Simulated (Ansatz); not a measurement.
# Hf (P6_3/mmc, 2 atoms in the cell): zone-centre modes under pressure

Wanted: Grüneisen parameters and pressure coefficients of the modes of Hf (P6_3/mmc, 2 atoms in the cell).

Program: Ansatz 0.2.0. Level of theory: DFT PBEsol, scalar-relativistic, plane waves, PAW; PAW set soft_1. Results are calculated unless marked as measured.

**1. Starting point**

Symmetry: P6_3/mmc, No. 194, hexagonal system. The conventional cell has a = 3.197 Å, b = 3.197 Å, c = 5.058 Å, α = 90.00°, β = 90.00°, γ = 120.00°. Nearest to Hf lie 12 Hf at 3.13 to 3.20 Å.

**2. Bringing the structure to rest**

The cell and atoms are relaxed, since residual forces and stress would shift the frequencies.

Input file input.yaml:

```yaml
crystal:
  lattice:
    - [3.1967, 0.0, 0.0]
    - [-1.59835, 2.7684234083, 0.0]
    - [0.0, 0.0, 5.0578]
  atoms:
    - { symbol: Hf, position: [0.33333333, 0.66666667, 0.25] }
    - { symbol: Hf, position: [0.66666667, 0.33333333, 0.75] }
kpoints:
  mp_grid: { grid: [15, 15, 8] }
hamiltonian:
  xc: pbesol
  pseudopotentials: { kind: paw, azcp: { folder: soft_1 }, xc_functional: pbe }
scf:
  occupations: { method: gaussian, width: 0.1 }
output:
  forces: true
  stress: true
  eigenvalues: true
relax:
  adjacent_minimum: "off"
  f_tol: 0.005
  max_steps: 80
  cell: { stress_tol: 0.05 }
```

On the command line:

```
> ansatz run input.yaml --threads 4 --pin off --max-ram 10240MiB --backend cpu --events-out ev --progress --plain --runs-dir out
```

Numbers of over 12 decimals in the logs are rounded to 6 here.

The program printed:

```text
Engine: ansatz 0.2.0, x86_64-unknown-linux-gnu
Pseudopotentials: kind: paw
Pseudopotential: Hf, paw, valence charge 26, recommended cutoff 420 eV (normal), soft_1/Hf.paw.azcp
Functional definition: PBEsol
  exchange = pbesol_x
  correlation = pbesol_c
Crystal: 2 atoms, lattice volume = 44.761 Å³
Basis set: ecut = 420 eV, 881 PW (Γ), exchange–correlation on 48×48×72 points (8 copies of the dense FFT grid, shifted against one another)
Bands: 32, of which v1, the nominal top of the filled ones, is band 26 counted from 1 (25 counted from 0)
Symmetry: 24 space group operations
Space group: P63/mmc (ITA 194), of the structure as read, at distance tolerance 3.6e-5 Å
k-points: 135 of 1800
Non-local potential: Hf, projectors of the file, l = 0: 3, l = 1: 2, l = 2: 2, l = 3: 3
PAW form: soft (Blöchl's): semilocal exchange-correlation on the pseudo side does not see the compensation charge
PAW frozen core: Hf, regenerated for the run's functional, and the local potential with it (the file was generated under x = pbe(κ = 0.804, μ = 0.219515), c = pbe(β = 0.066725))
PAW one-centre angular grid: Hf, 590 points (default); XC on 64 Gauss nodes
Initial density: superposition of atomic densities (chi_scale 0.1, normalization cell)
Initial wavefunctions: pseudopotential atomic-orbital guess
Functional: x = pbesol(κ = 0.804, μ = 0.123457), c = pbesol(β = 0.046)
SCF iter   1: F=—  HF=-31197.848519 eV  |F-HF|=—  |Δ(HF+E_count)|=         —  Δρ=3.58e-2  dr2=7.03e-1  ethr=3.10e-3  ⟨swp⟩=5.4  Hψ=15011  notcnv=0  defer=1
preconditioner: auto → Kerker (q_TF=auto, 2.797 Å⁻¹)  [metal: Δε(μ)=0.023 eV  Ē_g=16.874 eV  σ=0.100 eV  W_gap=0.13  n_scr=22 (ndim 8)  ℏωp=38.5 eV  f_vac=0.000  D(μ)=1.33/eV (n_scr^D=8)]
SCF iter   2: F=—  HF=-31197.696457 eV  |F-HF|=—  |Δ(HF+E_count)|=   1.52e-1  Δρ=2.27e-2  dr2=2.79e-1  ethr=1.35e-3  ⟨swp⟩=3.1  Hψ=8592  notcnv=0  defer=167
SCF iter   3: F=—  HF=-31197.637250 eV  |F-HF|=—  |Δ(HF+E_count)|=   5.92e-2  Δρ=9.12e-3  dr2=4.49e-2  ethr=5.37e-4  ⟨swp⟩=2.1  Hψ=7415  notcnv=0  defer=166
SCF iter   4: F=—  HF=-31197.589043 eV  |F-HF|=—  |Δ(HF+E_count)|=   4.82e-2  Δρ=3.10e-3  dr2=2.13e-3  ethr=8.63e-5  ⟨swp⟩=2.1  Hψ=8372  notcnv=0  defer=166
SCF iter   5: F=—  HF=-31197.590271 eV  |F-HF|=—  |Δ(HF+E_count)|=   1.23e-3  Δρ=7.41e-4  dr2=2.49e-4  ethr=4.10e-6  ⟨swp⟩=2.3  Hψ=6543  notcnv=0  defer=162
SCF iter   6: F=—  HF=-31197.590495 eV  |F-HF|=—  |Δ(HF+E_count)|=   2.24e-4  Δρ=1.52e-4  dr2=8.26e-6  ethr=4.79e-7  ⟨swp⟩=2.1  Hψ=7708  notcnv=0  defer=162
SCF iter   7: F=—  HF=-31197.590504 eV  |F-HF|=—  |Δ(HF+E_count)|=   8.53e-6  Δρ=3.46e-5  dr2=5.33e-7  ethr=1.59e-8  ⟨swp⟩=2.5  Hψ=8080  notcnv=0  defer=162
SCF iter   8: F=-31197.590503 eV  HF=-31197.590503 eV  |F-HF|=9.86e-9  |Δ(HF+E_count)|=   7.35e-8  Δρ=6.81e-6  dr2=2.18e-8  ethr=1.92e-10  ⟨swp⟩=12.0  Hψ=24840  notcnv=0
SCF 1 converged in 8 iterations: F = -31197.590503 eV  dr2 = 2.18e-8
  greatest PAW one-centre occupation: 0.998 electrons in one spin orbital (limit 2), on the Hf atom at site 1 (counted from 0), in its partial waves of l = 0
relax step   1: F+E_penalty+E_count = -31197.59050347 eV  Δ(F+E_penalty+E_count) = +0.000e0 eV  max|allowed force component| = 2.591e-16 eV/Å  Δτ_max = 0.0000 Å  P = -3.767 GPa  Ω = 44.761 Å³  (8 SCF iters, dr2 threshold 1.00e-7 eV, accepted)
Crystal: 2 atoms, lattice volume = 41.088 Å³
Basis set: ecut = 420 eV, 809 PW (Γ), exchange–correlation on 48×48×72 points (8 copies of the dense FFT grid, shifted against one another)
Initial density: handed on by an earlier stage of this run
Initial wavefunctions: those handed on with the density
iter 1 solved again at ethr=2.31e-6 eV; its pass at ethr=3.10e-3 eV (dr2=1.20e-3 eV) is discarded
SCF iter   1: F=—  HF=-31197.570990 eV  |F-HF|=—  |Δ(HF+E_count)|=         —  Δρ=2.78e-3  dr2=1.39e-3  ethr=2.31e-6  ⟨swp⟩=2.3  Hψ=24364  notcnv=0
preconditioner: auto → Kerker (q_TF=auto, 2.838 Å⁻¹)  [metal: Δε(μ)=0.013 eV  Ē_g=17.557 eV  σ=0.100 eV  W_gap=0.07  n_scr=22 (ndim 8)  ℏωp=40.1 eV  f_vac=0.000  D(μ)=1.44/eV (n_scr^D=8)]
SCF iter   2: F=—  HF=-31197.570391 eV  |F-HF|=—  |Δ(HF+E_count)|=   5.98e-4  Δρ=1.20e-3  dr2=3.18e-4  ethr=2.31e-6  ⟨swp⟩=2.0  Hψ=7348  notcnv=0
SCF iter   3: F=—  HF=-31197.570283 eV  |F-HF|=—  |Δ(HF+E_count)|=   1.09e-4  Δρ=6.62e-4  dr2=1.14e-4  ethr=6.12e-7  ⟨swp⟩=2.0  Hψ=6242  notcnv=0
SCF iter   4: F=—  HF=-31197.570266 eV  |F-HF|=—  |Δ(HF+E_count)|=   1.67e-5  Δρ=2.40e-4  dr2=2.24e-5  ethr=2.18e-7  ⟨swp⟩=2.0  Hψ=7858  notcnv=0
SCF iter   5: F=—  HF=-31197.570257 eV  |F-HF|=—  |Δ(HF+E_count)|=   9.13e-6  Δρ=3.34e-5  dr2=3.85e-7  ethr=4.31e-8  ⟨swp⟩=2.1  Hψ=5095  notcnv=0
SCF iter   6: F=—  HF=-31197.570258 eV  |F-HF|=—  |Δ(HF+E_count)|=   7.85e-7  Δρ=1.25e-5  dr2=9.80e-8  ethr=3.85e-10  ⟨swp⟩=7.0  Hψ=22752  notcnv=0
SCF iter   7: F=-31197.570258 eV  HF=-31197.570258 eV  |F-HF|=8.00e-10  |Δ(HF+E_count)|=   9.57e-8  Δρ=2.87e-6  dr2=3.03e-9  ethr=1.88e-10  ⟨swp⟩=6.0  Hψ=19779  notcnv=0
SCF 2 converged in 7 iterations: F = -31197.570258 eV  dr2 = 3.03e-9
relax step   2: F+E_penalty+E_count = -31197.57025753 eV  Δ(F+E_penalty+E_count) = +2.025e-2 eV  max|allowed force component| = 1.943e-16 eV/Å  Δτ_max = 0.0000 Å  P = +6.269 GPa  Ω = 41.088 Å³  energy of the carried Pulay correction = +1.211e-3 eV  (7 SCF iters, dr2 threshold 2.00e-7 eV, rejected (line search))
Crystal: 2 atoms, lattice volume = 43.308 Å³
Basis set: ecut = 420 eV, 845 PW (Γ), exchange–correlation on 48×48×72 points (8 copies of the dense FFT grid, shifted against one another)
iter 1 solved again at ethr=9.71e-7 eV; its pass at ethr=3.10e-3 eV (dr2=5.05e-4 eV) is discarded
SCF iter   1: F=—  HF=-31197.609848 eV  |F-HF|=—  |Δ(HF+E_count)|=         —  Δρ=1.76e-3  dr2=6.04e-4  ethr=9.71e-7  ⟨swp⟩=2.2  Hψ=23890  notcnv=0
preconditioner: auto → Kerker (q_TF=auto, 2.813 Å⁻¹)  [metal: Δε(μ)=0.028 eV  Ē_g=17.602 eV  σ=0.100 eV  W_gap=0.16  n_scr=22 (ndim 8)  ℏωp=39.1 eV  f_vac=0.000  D(μ)=1.49/eV (n_scr^D=8)]
SCF iter   2: F=—  HF=-31197.609595 eV  |F-HF|=—  |Δ(HF+E_count)|=   2.53e-4  Δρ=7.49e-4  dr2=1.29e-4  ethr=9.71e-7  ⟨swp⟩=2.0  Hψ=7424  notcnv=0
SCF iter   3: F=—  HF=-31197.609553 eV  |F-HF|=—  |Δ(HF+E_count)|=   4.27e-5  Δρ=4.03e-4  dr2=4.45e-5  ethr=2.49e-7  ⟨swp⟩=2.0  Hψ=6209  notcnv=0
SCF iter   4: F=—  HF=-31197.609539 eV  |F-HF|=—  |Δ(HF+E_count)|=   1.33e-5  Δρ=1.53e-4  dr2=9.53e-6  ethr=8.55e-8  ⟨swp⟩=2.0  Hψ=7870  notcnv=0
SCF iter   5: F=—  HF=-31197.609537 eV  |F-HF|=—  |Δ(HF+E_count)|=   2.19e-6  Δρ=2.87e-5  dr2=2.17e-7  ethr=1.83e-8  ⟨swp⟩=2.0  Hψ=4924  notcnv=0
SCF iter   6: F=—  HF=-31197.609533 eV  |F-HF|=—  |Δ(HF+E_count)|=   3.84e-6  Δρ=8.46e-6  dr2=4.87e-8  ethr=4.16e-10  ⟨swp⟩=2.4  Hψ=8010  notcnv=0
SCF iter   7: F=—  HF=-31197.609533 eV  |F-HF|=—  |Δ(HF+E_count)|=   5.25e-8  Δρ=2.02e-6  dr2=1.83e-9  ethr=9.36e-11  ⟨swp⟩=2.1  Hψ=7889  notcnv=0
SCF iter   8: F=—  HF=-31197.609533 eV  |F-HF|=—  |Δ(HF+E_count)|=  1.38e-10  Δρ=4.89e-7  dr2=6.43e-11  ethr=3.51e-12  ⟨swp⟩=2.7  Hψ=7444  notcnv=0
SCF iter   9: F=-31197.609533 eV  HF=-31197.609533 eV  |F-HF|=1.46e-11  |Δ(HF+E_count)|=    0.00e0  Δρ=1.05e-7  dr2=1.52e-12  ethr=1.00e-12  ⟨swp⟩=8.3  Hψ=26216  notcnv=0
SCF 3 converged in 9 iterations: F = -31197.609533 eV  dr2 = 1.52e-12
relax step   3: F+E_penalty+E_count = -31197.60953324 eV  Δ(F+E_penalty+E_count) = -1.903e-2 eV  max|allowed force component| = 3.886e-16 eV/Å  Δτ_max = 0.0000 Å  P = -0.241 GPa  Ω = 43.308 Å³  energy of the carried Pulay correction = +4.633e-4 eV  (9 SCF iters, accepted)
[...]
relax step   4: F+E_penalty+E_count = -31197.60963632 eV  Δ(F+E_penalty+E_count) = -1.031e-4 eV  max|allowed force component| = 2.961e-16 eV/Å  Δτ_max = 0.0000 Å  P = +0.010 GPa  Ω = 43.212 Å³  energy of the carried Pulay correction = +4.945e-4 eV  (3 SCF iters, dr2 threshold 2.00e-7 eV, accepted)
Initial wavefunctions: pseudopotential atomic-orbital guess (no wavefunctions were taken with the density)
iter 1 solved again at ethr=4.58e-9 eV; its pass at ethr=3.10e-3 eV (dr2=2.38e-6 eV) is discarded
SCF iter   1: F=—  HF=-31197.609183 eV  |F-HF|=—  |Δ(HF+E_count)|=         —  Δρ=4.32e-5  dr2=1.69e-7  ethr=4.58e-9  ⟨swp⟩=5.1  Hψ=33326  notcnv=0
preconditioner: auto → Kerker (q_TF=auto, 2.814 Å⁻¹)  [metal: Δε(μ)=0.033 eV  Ē_g=17.565 eV  σ=0.100 eV  W_gap=0.18  n_scr=22 (ndim 8)  ℏωp=39.1 eV  f_vac=0.000  D(μ)=1.48/eV (n_scr^D=8)]
SCF iter   2: F=—  HF=-31197.609171 eV  |F-HF|=—  |Δ(HF+E_count)|=   1.18e-5  Δρ=3.63e-5  dr2=2.69e-7  ethr=3.25e-10  ⟨swp⟩=3.2  Hψ=9781  notcnv=0
SCF iter   3: F=—  HF=-31197.609171 eV  |F-HF|=—  |Δ(HF+E_count)|=   5.97e-8  Δρ=1.97e-5  dr2=7.12e-8  ethr=3.25e-10  ⟨swp⟩=2.0  Hψ=7581  notcnv=0
SCF iter   4: F=—  HF=-31197.609171 eV  |F-HF|=—  |Δ(HF+E_count)|=   8.21e-9  Δρ=3.71e-6  dr2=3.84e-9  ethr=1.37e-10  ⟨swp⟩=3.0  Hψ=7826  notcnv=0
SCF iter   5: F=—  HF=-31197.609171 eV  |F-HF|=—  |Δ(HF+E_count)|=  1.02e-10  Δρ=8.69e-7  dr2=2.99e-10  ethr=7.39e-12  ⟨swp⟩=2.1  Hψ=7858  notcnv=0
SCF iter   6: F=—  HF=-31197.609171 eV  |F-HF|=—  |Δ(HF+E_count)|=  5.82e-11  Δρ=1.54e-7  dr2=1.38e-11  ethr=1.00e-12  ⟨swp⟩=7.0  Hψ=28079  notcnv=0
SCF iter   7: F=-31197.609171 eV  HF=-31197.609171 eV  |F-HF|=7.28e-12  |Δ(HF+E_count)|=  1.46e-11  Δρ=2.62e-8  dr2=3.26e-13  ethr=1.00e-12  ⟨swp⟩=6.6  Hψ=22881  notcnv=0
SCF 5 converged in 7 iterations: F = -31197.609171 eV  dr2 = 3.26e-13
relax step   5: F+E_penalty+E_count = -31197.60917074 eV  Δ(F+E_penalty+E_count) = +4.656e-4 eV  max|allowed force component| = 3.053e-16 eV/Å  Δτ_max = 0.0000 Å  P = +0.004 GPa  Ω = 43.212 Å³  stress off target by 1.26e-2 GPa  SCF on the basis re-selected at this cell (its energy is not comparable with the rows above)  (7 SCF iters)
basis re-selected at this cell: Δ(F+E_penalty+E_count) = +4.656e-4 eV, ΔP = -0.007 GPa vs the last step (what re-selecting the basis moved, of the pressure what is left beyond the Pulay correction that the steps carried, after the strain that the cell walked since its last selection, with what the two solves' SCF thresholds leave and, on support functions, any second-order correction that the steps lacked; it is no m [...]
SCF converged after 7 iterations
Free energy (F): -31197.609171 eV
Harris-Foulkes:  -31197.609171 eV  (|F-HF|=7.28e-12)
Internal energy: -31197.601750 eV  (E = F + TS)
E sigma→0 (E₀):  -31197.605460 eV
Entropy (-TS):   -0.007421 eV (-3.710 meV/atom)
Fermi energy:    18.713179 eV
--- Per-component energies (eV) ---
  E_band       = 14.756675
  E_kinetic    = 820.895060
  E_local      = -12450.525919  (includes V_loc(G=0)·N_el)
  E_nonlocal   = 129.165406
  E_hartree    = 6073.719060
  E_xc         = -529.936777
  E_vxc        = -510.096085  (∫ρ·V_xc dr)
  E_paw        = -15151.019590  (= ΣΔE_a)
  E_vpaw       = -122.120068  (= ΣTr[D̂ρ^β])
  E_aug_tail   = 0.000185  (compensation charges beyond the density's cutoff)
  E_ewald      = -10092.401287
  E_core_change = 2.502112  (= ΣΔE_core)
  E_smearing   = -0.007421  (= −TS)
  E_closure    = 0.000000  (closes the sum)
  Σ components = -31197.609171   (vs F -31197.609171, Δ=0.00e0)
--- Forces (eV/Å), atoms counted from 1 ---
  atom   1  Hf     0.00000000     0.00000000    -0.00000000
  atom   2  Hf     0.00000000    -0.00000000     0.00000000
  max |Σ_I F_I| component: 1.85e-17 eV/Å
--- Stress (GPa, compression-positive) ---
        0.011936      -0.000000      -0.000000
       -0.000000       0.011936       0.000000
       -0.000000       0.000000      -0.012625
  P = ⅓ Tr σ = 0.0037 GPa (0.037 kbar)
--- Band table (eV; the first three rows and the last of 135) ---
  k-point 0: bands = [... 22 lower, 11.2017, 14.8783, 19.5060, 19.8690, 19.8690, 20.1711, 20.7312, 20.7312, ... 2 higher]
  k-point 1: bands = [... 22 lower, 11.3523, 14.8130, 19.2803, 19.7815, 19.7815, 20.0407, 20.6052, 20.6052, ... 2 higher]
  k-point 2: bands = [... 22 lower, 11.7869, 14.5551, 18.8670, 19.6564, 19.6564, 19.6925, 20.3107, 20.3107, ... 2 higher]
  k-point 134: bands = [... 22 lower, 16.8657, 16.8657, 17.1973, 17.1973, 18.5575, 18.5575, 21.2774, 21.2774, ... 2 higher]
--- Relaxed structure (4 steps of the walk, 3 accepted, 1 SCFs on fresh bases) ---
  F+E_penalty+E_count = -31197.60917074 eV   max|allowed force component| = 3.053e-16 eV/Å   (the final SCF, on the basis selected at the relaxed cell)
  cell:  # Å, volume = 43.2121 Å³
    - [3.160221, 0, 0]
    - [-1.580111, 2.736832, -1.208431186080296e-18]
    - [0, -2.2077559504290953e-18, 4.996202]
  atoms:
    - { symbol: Hf, position: [0.333333, 0.666667, 0.25] }
    - { symbol: Hf, position: [0.666667, 0.333333, 0.75] }
```

Wall time 11 s (4 threads of Intel Xeon Platinum 8488C (Sapphire Rapids), shared host); peak memory 0.52 GiB; 41 s of CPU time.

Step by step:

```
step  energy less that of the first step (eV)  largest force component (eV/Å)  pressure (GPa)  volume (Å³)
   1                                   0.0000                          0.0000           -3.77        44.76
   2                                   0.0202                          0.0000            6.27        41.09
   3                                  -0.0190                          0.0000           -0.24        43.31
   4                                  -0.0191                          0.0000            0.01        43.21
  5*                                  -0.0187                          0.0000            0.00        43.21
```

Relaxation steps marked * repeat the geometry before them on a plane-wave basis chosen anew for their cell, so energy and pressure can jump there. Relaxation step 2 was tried and not accepted.

Forces are held to the 24 operations that the run works with; a distortion that breaks them can't arise in this run.

```csv
"conventional cell, symmetrised",before,after,change
a (Å),3.197,3.160,-1.1 %
b (Å),3.197,3.160,-1.1 %
c (Å),5.058,4.996,-1.2 %
volume (Å³/atom),22.38,21.61,-3.5 %
```

Final coordinates:

```xyz
2
Lattice="3.1602 0.0000 0.0000 -1.5801 2.7368 0.0000 0.0000 0.0000 4.9962" Properties=species:S:1:pos:R:3 pbc="T T T"
Hf    0.0000    1.8246    1.2491
Hf    1.5801    0.9123    3.7472
```

This step gave:

```yaml
pressure: 0.003749 GPa
volume_per_atom: 21.61 Å³
gap_on_the_k_mesh: 0 eV
```

In this step the volume went from 22.38 to 21.61 Å³/atom.

**3. Tight relaxation**

Phonons need small forces and stress, so the relaxation is finished with tight tolerances on 15×15×8 k points.

input.yaml, the sections that differ from step 2:

```yaml
crystal:
  lattice:
    - [3.1602214813, 0.0, 0.0]
    - [-1.5801107406, 2.7368320844, 0.0]
    - [0.0, 0.0, 4.996201912]
  atoms:
    - { symbol: Hf, position: [0.3333333333, 0.6666666667, 0.25] }
    - { symbol: Hf, position: [0.6666666667, 0.3333333333, 0.75] }
scf:
  occupations: { method: methfessel_paxton, width: 0.2 }
relax:
  adjacent_minimum: "off"
  f_tol: 0.001
  max_steps: 60
  cell: { stress_tol: 0.01 }
# kpoints, hamiltonian, output: as in step 2
```

The program printed:

```text
[...]
Crystal: 2 atoms, lattice volume = 43.212 Å³
Basis set: ecut = 420 eV, 845 PW (Γ), exchange–correlation on 48×48×72 points (8 copies of the dense FFT grid, shifted against one another)
Bands: 32, of which v1, the nominal top of the filled ones, is band 26 counted from 1 (25 counted from 0)
Symmetry: 24 space group operations
[...]
k-points: 135 of 1800
[...]
k-point 134: bands = [... 22 lower, 16.8660, 16.8660, 17.1975, 17.1975, 18.5587, 18.5587, 21.2786, 21.2786, ... 2 higher]
--- Relaxed structure (3 steps of the walk, 3 accepted, 1 SCFs on fresh bases) ---
[...]
cell:  # Å, volume = 43.2105 Å³
    - [3.160422, -2.88694020892425e-11, 0.0]
    - [-1.580211, 2.737006, 0.0]
    - [0.0, 0.0, 4.995380]
  atoms:
    - { symbol: Hf, position: [0.333333, 0.666667, 0.25] }
    - { symbol: Hf, position: [0.666667, 0.333333, 0.750000] }
[key lines of the parts left out:]
SCF converged after 6 iterations
Free energy (F): -31197.604493 eV
Fermi energy:    18.722718 eV
P = ⅓ Tr σ = -0.0014 GPa (-0.014 kbar)
```

The job ended after 9.7 s (4 threads; peak memory 0.48 GiB).

Little changed from the start: no atom moved by 0.005 Å and no cell edge by 0.1 %.

This step gave:

```
pressure : -0.001358 GPa
```

The forces vanish by symmetry and the pressure is -0.001 GPa, within the tolerances set. The cell now holds 21.61 Å³/atom.

[end of part 1 of 2]

[Logs are printed without paths, hosts, clocks, repeated set-up lines and the standing remarks that a program may print on its own settings, such as how far it seeks lower states.]

[Hosts, paths, dates, database ids (printed as entryN), source tags and the programs' standing remarks are cut or masked in the printed files.]
